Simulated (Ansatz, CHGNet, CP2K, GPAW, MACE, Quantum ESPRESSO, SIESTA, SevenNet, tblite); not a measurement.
# tblite on C(110) slab, H on the bottom face, stepped (108 atoms): settings against a plane-wave reference

Aim: run C(110) slab, H on the bottom face, stepped (108 atoms) in tblite and see how near its forces come to a plane-wave reference, and at what cost.

Method: the method is named at each step, in tblite 0.8.0.

## Step 1: Starting point

The cell holds 108 atoms: 84 C and 24 H. Cell: a = 10.089 Å, b = 10.701 Å, c = 14.673 Å, α = 90.0°, β = 90.0°, γ = 90.0°. It derives from C (diamond-structure). Diamond-structure C (a = 3.567 Å), (110) slab of 4 atomic planes, 4 x 3 surface cells, H on the broken bonds of the bottom face, 10 Å of vacuum; the top repeat layer removed from part of the cell (two steps); displaced by a Gaussian of 0.02 Å. Then every atom was moved at random, 0.03 Å r.m.s. a Cartesian component (hydrogen 0.6 of that). Regions: slab, 84 atoms (84 C); hydrogen, 24 atoms (24 H). Vacuum lies along c.

The yardstick, on the same geometry:

| Quantity | Value |
| --- | --- |
| method | Kohn-Sham DFT, PBE, PAW, plane waves (Ansatz 0.2.0); cutoff 420 eV, Γ point, fermi-dirac smearing of 0.05 eV; PAW set soft_2 |
| r.m.s. force component | 1.588 eV/Å |
| longest force | 6.015 eV/Å |
| SCF cycles | 14 |
| time | 12 s on 8 threads of Arm Neoverse V2, shared host |
| CPU time | 84 s |

## Step 2: GFN2-xTB

Method: GFN2-xTB tight binding, diagonalisation.

The input, run.py:

```python
import numpy as np
from ase.io import read
from tblite.ase import TBLite

atoms = read("structure.xyz")
atoms.calc = TBLite(method="GFN2-xTB", electronic_temperature=580, accuracy=1.0, max_iterations=250, mixer_damping=0.1, verbosity=1)
energy = atoms.get_potential_energy()
forces = atoms.get_forces()
print(f"energy {energy:.6f} eV")
print("forces (eV/A)")
for i, (a, f) in enumerate(zip(atoms, forces)):
    print(f"{i:4d} {a.symbol:2s} {f[0]:10.5f} {f[1]:10.5f} {f[2]:10.5f}")
print("charges (e)")
print(np.array2string(atoms.get_charges(), precision=4, suppress_small=True, max_line_width=110, threshold=100000))
```

The input, structure.xyz:

```xyz
108
Lattice="10.08900 0.00000 0.00000 0.00000 10.70100 0.00000 0.00000 0.00000 14.67336" Properties=species:S:1:pos:R:3 pbc="T T T"
C 8.79720 1.82891 5.90412
C 0.00666 0.87235 5.88475
C 10.04834 0.02301 7.15370
C 8.83110 2.70596 7.15884
C 8.80487 1.72661 8.33315
C 0.01645 0.94640 8.42383
C 10.08718 0.03371 9.66387
C 1.24882 1.76609 5.87756
C 2.52548 0.91825 5.89179
C 2.53244 10.64386 7.16500
C 1.20876 2.68809 7.14754
C 1.26980 1.81446 8.44555
C 2.46383 0.90969 8.41004
C 2.49309 10.67243 9.65316
C 1.26839 2.72950 9.64524
C 8.84947 5.36869 5.91014
C 0.01069 4.44413 5.89238
C 0.05105 3.58387 7.18437
C 8.81022 6.26779 7.15062
C 8.77844 5.35093 8.42207
C 10.05682 4.46531 8.37174
C 10.07790 3.58815 9.61311
C 3.80597 1.77562 5.88402
C 5.02916 0.89995 5.88211
C 5.03310 0.01295 7.18246
C 3.75291 2.70949 7.13521
C 3.77873 1.79830 8.40387
C 5.01686 0.84934 8.39815
C 3.76975 2.69965 9.70848
C 1.24962 5.32696 5.92217
C 2.50631 4.42208 5.88431
C 2.49874 3.60014 7.15458
C 1.25870 6.28438 7.13786
C 1.33064 5.39630 8.44936
C 2.52921 4.46692 8.38494
C 2.53426 3.57959 9.64098
C 1.26022 6.25420 9.67928
C 8.81214 8.91832 5.89898
C 10.06388 8.02896 5.91923
C 0.04177 7.13650 7.14226
C 8.83928 9.82095 7.16265
C 8.82061 8.92870 8.34767
C 10.06398 8.05946 8.34958
C 10.07286 7.09904 9.71729
C 6.31339 1.80590 5.87653
C 7.56403 0.88872 5.88504
C 7.55242 0.00364 7.13786
C 6.31703 2.66498 7.11130
C 6.32923 1.74298 8.39023
C 7.56322 0.81927 8.38260
C 3.77752 5.37704 5.89737
C 5.07103 4.52139 5.86656
C 5.02452 3.56557 7.14167
C 3.84209 6.28256 7.13698
C 3.83271 5.36120 8.45171
C 5.02281 4.48040 8.44745
[... 48 atom lines left out ...]
H 3.76925 9.54272 5.02137
H 5.02856 7.40766 4.96752
H 6.28898 9.54016 5.00083
H 7.57008 7.40338 4.99643
```

Command:

```
OMP_NUM_THREADS=1 python run.py > output.txt
```

What it wrote:

```text
------------------------------------------------------------
  cycle        total energy    energy error   density error
------------------------------------------------------------
      1     -190.1578962488  -1.9241337E+02   1.1815869E-01
      2     -190.7695360619  -6.1163981E-01   1.1284351E-01
      3     -191.1011196460  -3.3158358E-01   9.9287885E-02
      4     -190.9648677793   1.3625187E-01   9.3334613E-02
      5     -190.2830853211   6.8178246E-01   7.1988198E-02
      6     -190.9556653047  -6.7257998E-01   4.4135574E-02
      7     -191.1119759589  -1.5631065E-01   2.9079206E-02
      8     -191.1465736345  -3.4597676E-02   2.3197516E-02
      9     -191.2326791634  -8.6105529E-02   1.3013955E-02
     10     -191.2466952696  -1.4016106E-02   9.6077889E-03
     11     -191.2539978468  -7.3025771E-03   6.5195891E-03
     12     -191.2543525377  -3.5469096E-04   4.6995853E-03
     13     -191.2557791082  -1.4265705E-03   3.2585972E-03
     14     -191.2560305148  -2.5140665E-04   2.5290462E-03
     15     -191.2564104250  -3.7991022E-04   1.8822438E-03
     16     -191.2563850615   2.5363539E-05   1.5506430E-03
     17     -191.2563974498  -1.2388346E-05   1.0553044E-03
     18     -191.2564695659  -7.2116035E-05   6.3479232E-04
     19     -191.2565103618  -4.0795965E-05   3.6088220E-04
     20     -191.2565166796  -6.3177496E-06   2.3626394E-04
     21     -191.2565171636  -4.8403331E-07   1.8179542E-04
     22     -191.2565167829   3.8073537E-07   1.2971934E-04
     23     -191.2565179916  -1.2086864E-06   4.4211264E-05
     24     -191.2565181987  -2.0711002E-07   2.3203086E-05
     25     -191.2565181838   1.4934727E-08   2.0896455E-05
     26     -191.2565182446  -6.0809043E-08   1.2396406E-05
------------------------------------------------------------
 total:                                   4.704 sec
energy -5204.354948 eV
forces (eV/A)
   0 C     1.38899   -2.67928   -0.10767
   1 C    -1.16675    2.33582    0.95442
   2 C     2.26054   -0.65866   -0.11115
   3 C     0.00807   -0.56940    0.55266
   4 C     0.61245   -0.38045   -0.01500
   5 C    -1.99227   -1.05982    0.93503
   6 C     2.64456   -3.40550   -1.96661
   7 C     0.13669    0.44295    0.99751
   8 C     0.05297   -0.10404    1.28609
   9 C    -0.73615    2.53933   -0.78656
  10 C     2.56964   -0.43637    0.21900
  11 C    -0.51523   -0.85415    0.09830
  12 C     1.87240   -0.03422    1.77365
  13 C     1.60587   -4.58915   -1.98790
  14 C    -1.90377    4.35947   -1.47572
  15 C    -0.80863   -1.36837   -0.26341
  16 C    -0.44885    1.32810    0.33938
  17 C    -2.91769   -0.47829   -2.07963
  18 C     0.89544   -0.20522    0.94719
  19 C     2.02713   -0.37728   -1.66352
  20 C     0.23734    1.73621    2.97546
  21 C     2.78494   -2.85080   -1.57309
  22 C    -1.38106   -0.07598    1.17583
  23 C     1.03544    0.78693    0.98768
[...]
100 H    -0.09946   -0.30484    0.02833
 101 H     0.20867    0.06664   -0.40909
 102 H     0.08364   -0.00672    0.06337
 103 H     0.22940    0.24583   -0.19327
 104 H     0.02219    0.36293   -0.82013
 105 H    -0.07901    0.48911    0.52362
 106 H     0.09927    0.36866   -0.67974
 107 H    -0.00717    0.16492    0.10370
charges (e)
[-0.0305 -0.0325  0.0144  0.0208 -0.0357  0.0492 -0.1055 -0.0252 -0.0309  0.0049  0.0036  0.0465  0.0318
  0.0062 -0.003  -0.0284 -0.0239  0.022   0.0175 -0.0457  0.042  -0.1005 -0.0232 -0.0286  0.026   0.008
  0.0381 -0.0592 -0.1086 -0.0198 -0.0262  0.0104  0.0099  0.0321  0.036   0.0059 -0.0003 -0.028  -0.0242
  0.0168  0.0274 -0.0373  0.0399 -0.1229 -0.0266 -0.028   0.0272  0.0279 -0.0156 -0.0244 -0.0301 -0.0257
  0.0118  0.0141  0.0524 -0.0562 -0.1157 -0.0274 -0.0261 -0.0041  0.0041  0.0421  0.0392  0.0138 -0.0414
 -0.0138 -0.0323  0.0282  0.0193  0.0101 -0.0153 -0.0219 -0.0281  0.0268  0.0121  0.0548 -0.044  -0.0897
 -0.0393 -0.0223  0.0368  0.0259 -0.0173 -0.0294  0.0323  0.0354  0.0296  0.031   0.0307  0.0288  0.0306
  0.0299  0.0142  0.0361  0.0347  0.0253  0.0426  0.0369  0.0303  0.0244  0.0247  0.0329  0.0336  0.0363
  0.0366  0.0233  0.0409  0.0378]
```

Wall time 5.2 s (1 thread of Arm Neoverse V2, shared host); peak memory 0.12 GiB.

Banners, paths, timers and routine set-up lines are dropped from the logs unmarked, and long logs keep their key lines alone; longer cuts are marked.

Numbers from this run, and their distance from the reference:

* r.m.s. force component: 1.569 eV/Å
* r.m.s. difference of force components: 315.8 meV/Å
* longest difference of force vectors: 1260 meV/Å
* force difference over r.m.s. force: 19.89 %
* slope of forces against the reference's: 0.968
* correlation of force components: 0.9801

Length of the force difference by element (eV/Å):

| element | atoms | mean | most |
| --- | --- | --- | --- |
| C | 84 | 0.53 | 1.3 |
| H | 24 | 0.28 | 0.47 |

The surroundings of C64, picked at random, nearest first, numbered as they follow in the input and with coordinates relative to it.

| atom | x | y | z | distance (Å) | bonds | Mulliken charge (e) | Fx | Fy | Fz (eV/Å) |
| --- | --- | --- | --- | --- | --- | --- | --- | --- | --- |
| C64 | 0.00 | 0.00 | 0.00 | 0.00 | 3 | 0.01 | 2.35 | -3.67 | -1.05 |
| C37 | -1.23 | -0.85 | 0.08 | 1.50 | 3 | 0.00 | -1.29 | 4.05 | -1.91 |
| C63 | -0.01 | 1.00 | -1.15 | 1.53 | 4 | 0.04 | 1.82 | -2.60 | -0.08 |
| C57 | 1.32 | -0.86 | 0.04 | 1.58 | 2 | -0.12 | -2.99 | 4.02 | -1.62 |
| C34 | -1.16 | -1.71 | -1.15 | 2.37 | 4 | 0.03 | -2.15 | -1.69 | -0.16 |
| C60 | 0.05 | 0.00 | -2.46 | 2.46 | 4 | 0.00 | -0.01 | 1.75 | 0.17 |
| C55 | 1.34 | -1.75 | -1.15 | 2.48 | 4 | 0.05 | -0.40 | -0.29 | -0.38 |
| C62 | -1.22 | 1.79 | -1.26 | 2.50 | 4 | 0.04 | -1.86 | 0.64 | 3.27 |
| C44 | -2.51 | -0.01 | 0.12 | 2.51 | 2 | -0.12 | 1.88 | -1.46 | -3.02 |
| C76 | 1.28 | 1.85 | -1.13 | 2.52 | 4 | 0.05 | 1.17 | -1.36 | -0.70 |

Atoms are counted from 1 here, from 0 in the log.

Forces lie 20 % from the reference's, at 0.062 times its CPU time (on 1 against 8 cores).

Left out of this page: tblite IPEA1-xTB (killed or ended with an error).

## Step 3: Summary of results

```yaml
force_difference_from_the_reference: tblite GFN2-xTB, 20 %
its_cpu_time: 5.2 s
```

**Reading.** Tight binding differs by 20 % (tblite GFN2-xTB); it is another model, with fitted parameters of its own, and the xTB methods hold dispersion. One electronic-structure run takes under half the reference's CPU time: tblite GFN2-xTB, at 20 % in 5.2 s against 84 s. Periodic xTB results under one method name differ between programs and library versions. The runs have no spin polarisation, so any moments at edges, vacancies or dangling bonds can't form. The electronic-structure runs sample only Γ, in a cell whose shortest periodic width is 10 Å, which is coarse for a cell with partly filled levels.

[Also dropped from logs without a mark: logging warnings of Python, and SIESTA's first energy breakdown and zero terms.]

[Logs are printed without paths, hosts, clocks, repeated set-up lines and the standing remarks that a program may print on its own settings, such as how far it seeks lower states.]

[Hosts, paths, dates, database ids (printed as entryN), source tags and the programs' standing remarks are cut or masked in the printed files.]
